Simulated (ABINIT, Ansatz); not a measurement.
**A GW run on Ga2O3 (C2/m) in ABINIT, with inputs changed**

Aim: change inputs of a GW run on Ga2O3 (C2/m) and see what moves.

Program: ABINIT 10.8.3. Level of theory: PBE and many-body steps on it, plane waves. Results are calculated unless marked as measured.

## 1. Set-up

The structure is monoclinic, space group C2/m (No. 12). The conventional cell has a = 12.214 Å, b = 3.037 Å, c = 5.798 Å, α = 90.00°, β = 103.83°, γ = 90.00°. Ga has 4 O at 1.83 to 1.86 Å nearest. Nearest to Ga lie 6 O at 1.94 to 2.07 Å. Nearest to O lie 3 Ga at 1.83 to 1.94 Å. Nearest to O lie 4 Ga at 1.86 to 2.07 Å. O has 3 Ga at 1.83 to 1.94 Å nearest. Farther neighbours and most contacts between anions are not listed.

The cell and positions come from the Crystallography Open Database and are kept as given unless a step says otherwise.

## 2. Screening, 4×4×2 mesh, 116 bands, screening to 98 eV

This step: ABINIT 10.8.3; RPA screening on PBE, plane waves, norm-conserving pseudopotentials.

The RPA dielectric matrix is built and inverted for each q.

run.abi reads:

```
acell 3*1.0 Angstrom
rprim 
  6.107000000000 -1.518550000000 0.000000000000
  6.107000000000 1.518550000000 0.000000000000
  -1.385988895900 0.000000000000 5.630008738000
ntypat 2
znucl 31 8
natom 10
typat 1 1 1 1 2 2 2 2 2 2
xred 
  0.090500000000 0.090500000000 0.794600000000
  0.909500000000 0.909500000000 0.205400000000
  0.658660000000 0.658660000000 0.314020000000
  0.341340000000 0.341340000000 0.685980000000
  0.164500000000 0.164500000000 0.109800000000
  0.835500000000 0.835500000000 0.890200000000
  0.173300000000 0.173300000000 0.563200000000
  0.826700000000 0.826700000000 0.436800000000
  0.495900000000 0.495900000000 0.256600000000
  0.504100000000 0.504100000000 0.743400000000
pp_dirpath "pseudos"
pseudos "Ga.upf, O.upf"
ecut 45
ngkpt 4 4 2
nshiftk 1
shiftk 0 0 0
kptopt 1
chksymbreak 0
istwfk *1
occopt 1
irdwfk 1
optdriver 3
nband 116
ecuteps 3.6
inclvkb 2
awtr 1
symchi 1
indata_prefix "in"
outdata_prefix "out"
tmpdata_prefix "tmp"
```

Launch:

```
OMP_NUM_THREADS=1 mpirun -n 4 abinit run.abi > log
```

Output:

```text
.Version 10.8.3 of ABINIT. v10.8.2 released Aug 2026.

 Symmetries : space group C2/m (# 12); Bravais mC (1-face-center monocl.)
[... echo of the input left out ...]
== DATASET  1 ==================================================================
-   mpi_nproc: 4, omp_nthreads: 1 (-1 if OMP is not activated)

--- !DatasetInfo
iteration_state: {dtset: 1, }
dimensions: {natom: 10, nkpt: 14, mband: 116, nsppol: 1, nspinor: 1, nspden: 1, mpw: 10196, }
cutoff_energies: {ecut:  45.0, pawecutdg:  -1.0, }
electrons: {nelect:   1.20000000E+02, charge:   0.00000000E+00, occopt:   1.00000000E+00, tsmear:   1.00000000E-02, }

 SCREENING: Calculation of the susceptibility and dielectric matrices

 Based on a program developped by R.W. Godby, V. Olevano, G. Onida, and L. Reining.
 Incorporated in ABINIT by V. Olevano, G.-M. Rignanese, and M. Torrent.
.Using double precision arithmetic ; gwpc =  8

[... cell and pseudopotentials left out ...]
--------------------------------------------------------------------------------

 ==== K-mesh for the wavefunctions ====
 Number of points in the irreducible wedge :    14
[... list of points left out ...]
 Together with  4 symmetry operations and time-reversal symmetry
 yields    32 points in the full Brillouin Zone.

 ==== Q-mesh for the screening function ====
 Number of points in the irreducible wedge :    14
[... list of points left out ...]
 Together with  4 symmetry operations and time-reversal symmetry
 yields    32 points in the full Brillouin Zone.

 setmesh: FFT mesh size selected  =    45x   45x   45
          total number of points  =        91125

 vcoul_init : cutoff-mode = AUXILIARY_FUNCTION
 q-points for optical limit:   1
     1)      0.000010    0.000020    0.000030

- screening: taking advantage of time-reversal symmetry
- Maximum band index for partially occupied states nbvw = 60
- Remaining bands to be divided among processors   nbcw = 56
- Number of bands treated by each node ~14

 Number of electrons calculated from density =  120.0000; Expected =  120.0000
 average of density, n =  0.170290
 r_s =    1.1192
 omega_plasma =   39.8061 [eV]

 calculating chi0 at frequencies [eV] :
  1    0.000000E+00    0.000000E+00
  2    0.000000E+00    3.980612E+01

--------------------------------------------------------------------------------
  q-point number  1        q = ( 0.000000, 0.000000, 0.000000) [r.l.u.]
--------------------------------------------------------------------------------
[... chi0 elements left out ...]
 For q-point:  0.000010 0.000020 0.000030
  dielectric constant =   4.1019
  dielectric constant without local fields =   4.2744

  Average fulfillment of the sum rule on Im[epsilon] for q-point    1 :     21.38  [%]
[... wings left out ...]
  q-point number  2        q = ( 0.250000, 0.000000, 0.000000) [r.l.u.]
--------------------------------------------------------------------------------
[... chi0 elements left out ...]
  Average fulfillment of the sum rule on Im[epsilon] for q-point    2 :     24.49  [%]

 [... 12 further q-points ...]
```

Run time: 8 min. Hardware: 4 MPI ranks of Arm Neoverse V2, shared host; peak memory 7.1 GiB.

Numbers from this step:

```
ε∞ with local fields, on this mesh, along the program's q direction : 4.102
the same without local fields                                       : 4.274
plasma frequency                                                    : 39.81 eV
plane waves in the screening matrix                                 : 229
```

Local fields lower ε∞ by 4 %. On a Γ-centred mesh this coarse the value itself is usually too large, while a short band sum pulls it down.

## 3. Base

The self-energy is evaluated for the states that the input lists, and the levels follow from it, in one-shot runs by the linearised quasiparticle equation.

This step: G0W0 on PBE, plane waves, norm-conserving pseudopotentials.

run.abi, as its differences from that of step 2:

```diff
@@ -31,8 +31,17 @@
 irdwfk 1
-optdriver 3
+optdriver 4
 nband 116
+gwcalctyp 0
+ecutsigx 45
+symsigma 1
+nkptgw 2
+kptgw 
+  0.5000000000 0.5000000000 0.5000000000
+  0.0000000000 0.0000000000 0.0000000000
+bdgw 
+  59 62
+  59 62
 ecuteps 3.6
-inclvkb 2
-awtr 1
-symchi 1
+irdscr 1
+ppmodel 1
 indata_prefix "in"
```

Output:

```text
.Version 10.8.3 of ABINIT. v10.8.2 released Aug 2026.

 Symmetries : space group C2/m (# 12); Bravais mC (1-face-center monocl.)
[... echo of the input left out ...]
== DATASET  1 ==================================================================
-   mpi_nproc: 4, omp_nthreads: 1 (-1 if OMP is not activated)

--- !DatasetInfo
iteration_state: {dtset: 1, }
dimensions: {natom: 10, nkpt: 14, mband: 116, nsppol: 1, nspinor: 1, nspden: 1, mpw: 10196, }
cutoff_energies: {ecut:  45.0, pawecutdg:  -1.0, }
electrons: {nelect:   1.20000000E+02, charge:   0.00000000E+00, occopt:   1.00000000E+00, tsmear:   1.00000000E-02, }

 SIGMA: Calculation of the GW corrections

 Based on a program developped by R.W. Godby, V. Olevano, G. Onida, and L. Reining.
 Incorporated in ABINIT by V. Olevano, G.-M. Rignanese, and M. Torrent.
.Using double precision arithmetic ; gwpc =  8

[... cell and pseudopotentials left out ...]
--------------------------------------------------------------------------------

 ==== K-mesh for the wavefunctions ====
 Number of points in the irreducible wedge :    14
[... list of points left out ...]
 Together with  4 symmetry operations and time-reversal symmetry
 yields    32 points in the full Brillouin Zone.

 ==== Q-mesh for screening function ====
 Number of points in the irreducible wedge :    14
[... list of points left out ...]
 Together with  4 symmetry operations and time-reversal symmetry
 yields    32 points in the full Brillouin Zone.

 vcoul_init : cutoff-mode = AUXILIARY_FUNCTION
 q-points for optical limit:   1
     1)      0.000010    0.000020    0.000030
 setmesh: FFT mesh size selected  =    72x   72x   72
          total number of points  =       373248

 Number of electrons calculated from density =  120.0000; Expected =  120.0000
 average of density, n =  0.170290
 r_s =    1.1192
 omega_plasma =   39.8061 [eV]

 === KS Band Gaps ===
  >>>> For spin  1
   Minimum direct gap =   2.4800 [eV], located at k-point      :   0.0000  0.0000  0.0000
   Fundamental gap    =   2.4620 [eV], Top of valence bands at :   0.5000  0.5000  0.5000
                                       Bottom of conduction at :   0.0000  0.0000  0.0000
 SIGMA fundamental parameters:
 PLASMON POLE MODEL  1
 number of plane-waves for SigmaX                10161
 number of plane-waves for SigmaC and W            229
 number of plane-waves for wavefunctions         10161
 number of bands                                   116
 number of independent spin polarizations            1
 number of spinorial components                      1
 number of k-points in IBZ                          14
 number of q-points in IBZ                          14
 number of symmetry operations                       4
 number of k-points in BZ                           32
 number of q-points in BZ                           32
 number of frequencies for dSigma/dE                 9
 frequency step for dSigma/dE [eV]                0.25
 number of omega for Sigma on real axis              0
 max omega for Sigma on real axis  [eV]           0.00
 zcut for avoiding poles [eV]                     0.10

 EPSILON^-1 parameters (SCR file):
 dimension of the eps^-1 matrix on file            229
 dimension of the eps^-1 matrix used               229
 number of plane-waves for wavefunctions         10161
 number of bands                                   116
 number of q-points in IBZ                          14
 number of frequencies                               2
 number of real frequencies                          1
 number of imag frequencies                          1

 matrix elements of self-energy operator (all in [eV])

 Perturbative Calculation

--- !SelfEnergy_ee
iteration_state: {dtset: 1, }
kpoint     : [   0.500,    0.500,    0.500, ]
spin       : 1
KS_gap     :    5.235
QP_gap     :    7.427
Delta_QP_KS:    2.193
data: !SigmaeeData |
     Band     E0 <VxcDFT>   SigX SigC(E0)      Z dSigC/dE  Sig(E)    E-E0       E
       59   4.569 -20.571 -26.474   5.284   0.792  -0.262 -21.062  -0.491   4.078
       60   5.156 -20.427 -26.459   5.454   0.791  -0.264 -20.884  -0.457   4.699
       61  10.391 -16.867 -11.909  -2.873   0.833  -0.201 -15.131   1.736  12.126
       62  10.522 -16.255 -11.224  -2.992   0.831  -0.203 -14.560   1.695  12.217

--- !SelfEnergy_ee
iteration_state: {dtset: 1, }
kpoint     : [   0.000,    0.000,    0.000, ]
spin       : 1
KS_gap     :    2.480
QP_gap     :    4.140
Delta_QP_KS:    1.660
data: !SigmaeeData |
     Band     E0 <VxcDFT>   SigX SigC(E0)      Z dSigC/dE  Sig(E)    E-E0       E
       59   4.876 -20.620 -26.337   5.185   0.792  -0.263 -21.041  -0.421   4.455
       60   5.138 -20.974 -26.969   5.401   0.793  -0.261 -21.445  -0.471   4.666
       61   7.618 -15.106 -10.903  -2.796   0.844  -0.185 -13.918   1.188   8.806
       62  10.904 -15.896 -10.511  -3.237   0.835  -0.197 -14.101   1.795  12.699

== END DATASET(S) ==============================================================
================================================================================

 -outvars: echo values of variables after computation  --------
           etotal      0.0000000000E+00
            nband         116
             nkpt          14
          spgroup          12
 [... the other variables as echoed above ...]

 Calculation completed.
```

Run time: 22 s. Hardware: 4 MPI ranks; peak memory 6 GiB.

Numbers from this step:

- G0W0 gap on the points computed: 4.107 eV
- starting gap on the mesh: 2.462 eV
- k of the valence top: 0.5, 0.5, 0.5
- k of the conduction bottom: 0, 0, 0
- Z at the valence top: 0.791
- Z at the conduction bottom: 0.844
- least direct G0W0 gap on the computed points: 4.140 eV

The gap on the mesh goes from 2.46 eV to 4.11 eV, a correction of +1.64 eV.

(Part 1 of 2 ends here.)

[Paths, hosts, dates, memory and timing lines, banners, echoed tables and standing remarks are left out of the program output.]

[Logs are printed without paths, hosts, clocks, repeated set-up lines and the standing remarks that a program may print on its own settings, such as how far it seeks lower states.]

[Runs of the session that timed out or met a known fault of the program may be left out.]

[Hosts, paths, dates, database ids (printed as entryN), source tags and the programs' standing remarks are cut or masked in the printed files.]

[G0W0 gaps are taken among the corrected bands and points alone; a level outside them can change the order at an edge.]

[Where Ansatz stands beside ABINIT at settings called matched, ABINIT's density can come from a denser mesh and the files from another edition; pairs whose starting gaps differed by over 0.03 eV were left out, so agreement reads better than it is.]
